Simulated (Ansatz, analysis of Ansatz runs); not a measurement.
# MgH2(100): segregation of V_Mg, part 2 of 2

Question: does neutral V_Mg prefer the (100) surface of MgH2 or the inside, and by how much? The same defect is put at one site in each of several layers from the top towards the middle of one slab. Model: a cell of 72 host atoms with 1 Mg taken out.

Ansatz 0.2.0; plane-wave PAW DFT, PBEsol and HSE06; a slab with vacuum, neutral defects.

So far. Step 3 (Does the supercell reconstruct?): Atoms end at most 0.03 Å from the small cell's positions, so the small cell's structure is at least a local minimum. Step 4 (The defect, layer by layer): Among the atoms that came to bonding distance: H71–H57 0.77 Å (from 2.45).

### 5. Energies and states

Level of this step: plane-wave PAW DFT, PBEsol, periodic cell with vacuum; single point of a neutral defect in a slab on the structure relaxed with PBEsol; PAW set soft_1 (Ansatz).

Single points on the relaxed structures give the energies, all at one sampling, and show where the defect's states lie.

Input file layer1_M0.point.pbesol/input.yaml:

```yaml
crystal:
  lattice:
    - [0.0, 8.977611, 0.0]
    - [-8.953388, 0.0, 0.0]
    - [0.0, 0.0, 21.0]
  atoms:
    - { symbol: Mg, position: [0.15798643, 0.24201651, 0.34102205] }
    - { symbol: Mg, position: [0.32652133, -0.02298182, 0.44533168] }
[... 13 atom lines left out ...]
    - { symbol: Mg, position: [0.51675809, 0.35223973, 0.66394137] }
[... 16 atom lines left out ...]
    - { symbol: H, position: [0.64404872, 0.35082989, 0.58814278] }
    - { symbol: H, position: [0.64231004, 0.23890513, 0.71264849] }
[... 12 atom lines left out ...]
    - { symbol: H, position: [0.45624082, 0.56112387, 0.63544102] }
[... 9 atom lines left out ...]
    - { symbol: H, position: [0.81122248, 0.5698096, 0.62818696] }
[... 13 atom lines left out ...]
    - { symbol: H, position: [0.84412323, 0.63194307, 0.64940802] }
basis:
  ecutwfc: 420
  xc_grid: 2
hamiltonian:
  xc: pbesol
  pseudopotentials: { kind: paw, azcp: { folder: soft_1 }, xc_functional: pbe }
kpoints:
  mp_grid: { grid: [2, 2, 1] }
scf:
  occupations: { method: fermi_dirac, width: 0.01 }
  max_iter: 80
output:
  forces: true
  eigenvalues: true
  eigenstates: { localisation: true }
  populations: true
checkpoint:
  write: "../layer1_M0.point.pbesol.run"
  compress: false
  write_wavefunctions: false
  write_every: 100000
```

Started as:

```sh
ansatz run input.yaml --threads 32 --pin off --max-ram 84787MiB --backend cuda --events-out ev --progress --plain --runs-dir out --max-vram 78GiB
```

Numbers of over 12 decimals in the logs are rounded to 6 here.

Output:

```text
[...]
Crystal: 71 atoms, lattice volume = 1687.981 Å³
Basis set: ecut = 420 eV, 32941 PW (Γ), exchange–correlation on 128×120×288 points (8 copies of the dense FFT grid, shifted against one another)
Bands: 210, of which v1, the nominal top of the filled ones, is band 139 counted from 1 (138 counted from 0)
[...]
k-points: 4
[...]
SCF iter   1: F=—  HF=-44750.288820 eV  |F-HF|=—  |Δ(HF+E_count)|=         —  Δρ=5.23e-2  dr2=4.66e1  ethr=3.10e-3  ⟨swp⟩=7.5  Hψ=3810  notcnv=0  defer=191
[...]
SCF iter   2: F=—  HF=-44736.240038 eV  |F-HF|=—  |Δ(HF+E_count)|=    1.40e1  Δρ=2.06e-2  dr2=8.28e0  ethr=3.10e-3  ⟨swp⟩=2.0  Hψ=1178  notcnv=0  defer=262
[...]
SCF iter   8: F=—  HF=-44733.732679 eV  |F-HF|=—  |Δ(HF+E_count)|=   1.16e-6  Δρ=1.72e-6  dr2=1.23e-7  ethr=5.92e-10  ⟨swp⟩=2.2  Hψ=774  notcnv=0  defer=260
SCF iter   9: F=-44733.732679 eV  HF=-44733.732679 eV  |F-HF|=1.35e-9  |Δ(HF+E_count)|=   2.99e-8  Δρ=4.13e-7  dr2=6.37e-9  ethr=3.60e-11  ⟨swp⟩=21.5  Hψ=5732  notcnv=0
SCF 1 converged in 9 iterations: F = -44733.732679 eV  dr2 = 6.37e-9
[...]
SCF converged after 9 iterations
Free energy (F): -44733.732679 eV
[...]
Fermi energy:    -0.878311 eV
[...]
--- Löwdin populations: 71 sites ---
[...]
spilling = 0.008178 (of n_electrons = 278.000000)
[...]
```

Elapsed: 1.9 s, on 1 × NVIDIA GB200 with 32 threads of Arm Neoverse V2, shared host; peak memory 1.5 GiB; 14 s of CPU time.

The column dr2 measures how far the density is from self-consistency, as an energy; F and HF (Harris–Foulkes) agree once it is small.

From eigenstates.tsv, first k-point; energies on the run's zero. The participation number counts the atoms that a state is spread over, of 71; bands count from 0.

| spin | band | energy (eV) | occupation | participation | largest share on | share |
| --- | --- | --- | --- | --- | --- | --- |
| both | 133 | -3.049 | 2.00 | 17.9 | H34 | 0.17 |
| both | 134 | -2.914 | 2.00 | 26.9 | H47 | 0.09 |
| both | 135 | -2.892 | 2.00 | 10.4 | H69 | 0.24 |
| both | 136 | -2.865 | 2.00 | 10.2 | H54 | 0.20 |
| both | 137 | -2.843 | 2.00 | 12.1 | H31 | 0.21 |
| both | 138 | -2.674 | 2.00 | 11.4 | H22 | 0.16 |
| both | 139 | 1.216 | 0.00 | 38.2 | H42 | 0.05 |
| both | 140 | 1.286 | 0.00 | 54.7 | Mg63 | 0.03 |
| both | 141 | 1.392 | 0.00 | 39.0 | Mg16 | 0.07 |
| both | 142 | 1.661 | 0.00 | 51.8 | H67 | 0.04 |
| both | 143 | 1.717 | 0.00 | 48.1 | H43 | 0.05 |

Under PBEsol, periodic cell with vacuum at the first k-point of a 2×2×1 Γ-centred mesh, the highest filled state is spread over 11 of 71 atoms, and the lowest empty one, 3.89 eV above it, is spread over 38 of 71 atoms.

Against the clean slab and Mg (hcp):

| layer | depth (Å) | total moment (μB) | formation energy (eV) | against the deepest layer (eV) |
| --- | --- | --- | --- | --- |
| 1 | 0.97 | 0 | 1.19 | -0.88 |
| 1 | 0.97 | 2 | 3.21 | 1.15 |
| 2 | 3.25 | 0 | 2.07 | 0.00 |
| 2 | 3.25 | 2 | 4.71 | 2.64 |

### 6. The same structures under HSE06

HSE06 on the same structures tests whether the order of the layers belongs to the functional.

layer1_M0.point.hse06/input.yaml, as its differences from layer1_M0.point.pbesol/input.yaml of step 5:

```diff
@@ -23,4 +23,4 @@
 hamiltonian:
-  xc: pbesol
-  pseudopotentials: { kind: paw, azcp: { folder: soft_1 }, xc_functional: pbe }
+  xc: hse06
+  pseudopotentials: { kind: paw, azcp: { folder: soft_1 } }
 kpoints:
@@ -36,3 +36,3 @@
 checkpoint:
-  write: "../layer1_M0.point.pbesol.run"
+  write: "../layer1_M0.point.hse06.run"
   compress: false
```

Output:

```text
[...]
Crystal: 71 atoms, lattice volume = 1687.981 Å³
Basis set: ecut = 420 eV, 32941 PW (Γ), exchange–correlation on 128×120×288 points (8 copies of the dense FFT grid, shifted against one another)
Bands: 210, of which v1, the nominal top of the filled ones, is band 139 counted from 1 (138 counted from 0)
[...]
k-points: 4
[...]
SCF iter   2: F=—  HF=-45016.924662 eV  |F-HF|=—  |Δ(HF+E_count)|=    1.63e1  Δρ=1.74e-2  dr2=5.50e0  ethr=1.88e-2  ⟨swp⟩=6.8  Hψ=2027  notcnv=0
[...]
SCF iter   2: F=—  HF=-45025.506539 eV  |F-HF|=—  |Δ(HF+E_count)|=   3.32e-2  Δρ=6.34e-4  dr2=7.81e-3  ethr=5.11e-7  ⟨swp⟩=5.5  Hψ=2994  notcnv=0
[...]
SCF iter   6: F=-45025.546416 eV  HF=-45025.546418 eV  |F-HF|=1.74e-6  |Δ(HF+E_count)|=   9.91e-6  Δρ=5.21e-6  dr2=3.59e-6  ethr=1.07e-8  ⟨swp⟩=3.5  Hψ=1576  notcnv=0  defer=2
[...]
hybrid outer 1: dexx = +4.198e-2 eV, tail = 5.07e-4 eV
[...]
SCF 3 converged in 4 iterations: F = -45025.544710 eV  dr2 = 9.14e-9
[...]
hybrid outer 2: dexx = +2.279e-6 eV, tail = 2.44e-7 eV, Δε = 2.46e-3 eV (about 1.13e-4 eV left of the loop's levels), ΔF = 3.98e-3 eV/Å (tail 8.53e-4)
[...]
--- Löwdin populations: 71 sites ---
[...]
spilling = 0.007082 (of n_electrons = 278.000000)
[...]
```

The job ended after 18 s (1 × NVIDIA GB200 with 32 threads; peak memory 3 GiB).

Against the clean slab; the energies still hold the atoms taken out or put in:

| layer | depth (Å) | total moment (μB) | energy over the clean slab (eV) | against the deepest layer (eV) |
| --- | --- | --- | --- | --- |
| 1 | 0.97 | 0 | 1925.53 | -0.83 |
| 1 | 0.97 | 2 | 1927.58 | 1.23 |
| 2 | 3.25 | 0 | 1926.35 | 0.00 |
| 2 | 3.25 | 2 | 1929.32 | 2.96 |

The highest layer obtained now stands −0.83 eV from the deepest, against −0.88 eV before.

### 7. What came out

```json
{
  "highest less deepest of the layers obtained (PBEsol)": "-0.88 eV",
  "layer of the lowest energy (PBEsol), structures unlike": "1",
  "highest less deepest of the layers obtained (HSE06)": "-0.83 eV",
  "layer of the lowest energy (HSE06), structures unlike": "1"
}
```

**Reading.** Under PBEsol V_Mg is 0.88 eV lower in layer 1 than in layer 2, 3.2 Å down. But host atoms moved by over 1.2 Å in layer 1 at 0 μB (2.2 Å), layer 1 at 2 μB (2.9 Å), layer 2 at 0 μB (2.9 Å) and layer 2 at 2 μB (1.6 Å): the surface or the defect's shell rebuilt itself there, so the layers are not compared like for like and these differences are no segregation energies. The functionals give the same layer as lowest. The clean slab's gap at this sampling is 3.37 eV. Limits: neutral states alone; one site a layer, which need not be the same crystallographic site in every layer, at most four layers; one defect on one side of the slab, 9.0 Å from its images and with no dipole correction; the deepest layer of so thin a slab is not yet bulk, and the thickness was not varied; the in-plane lattice is the database's, not relaxed here; no adsorbates, no temperature.

[Logs are printed without paths, hosts, clocks, repeated set-up lines and the standing remarks that a program may print on its own settings, such as how far it seeks lower states.]

[Hosts, paths, dates, database ids (printed as entryN), source tags and the programs' standing remarks are cut or masked in the printed files.]

[Maps of the electrostatic potential energy from Ansatz leave out the sawtooth potential of an applied field or a dipole correction, so their vacuum need not be flat.]
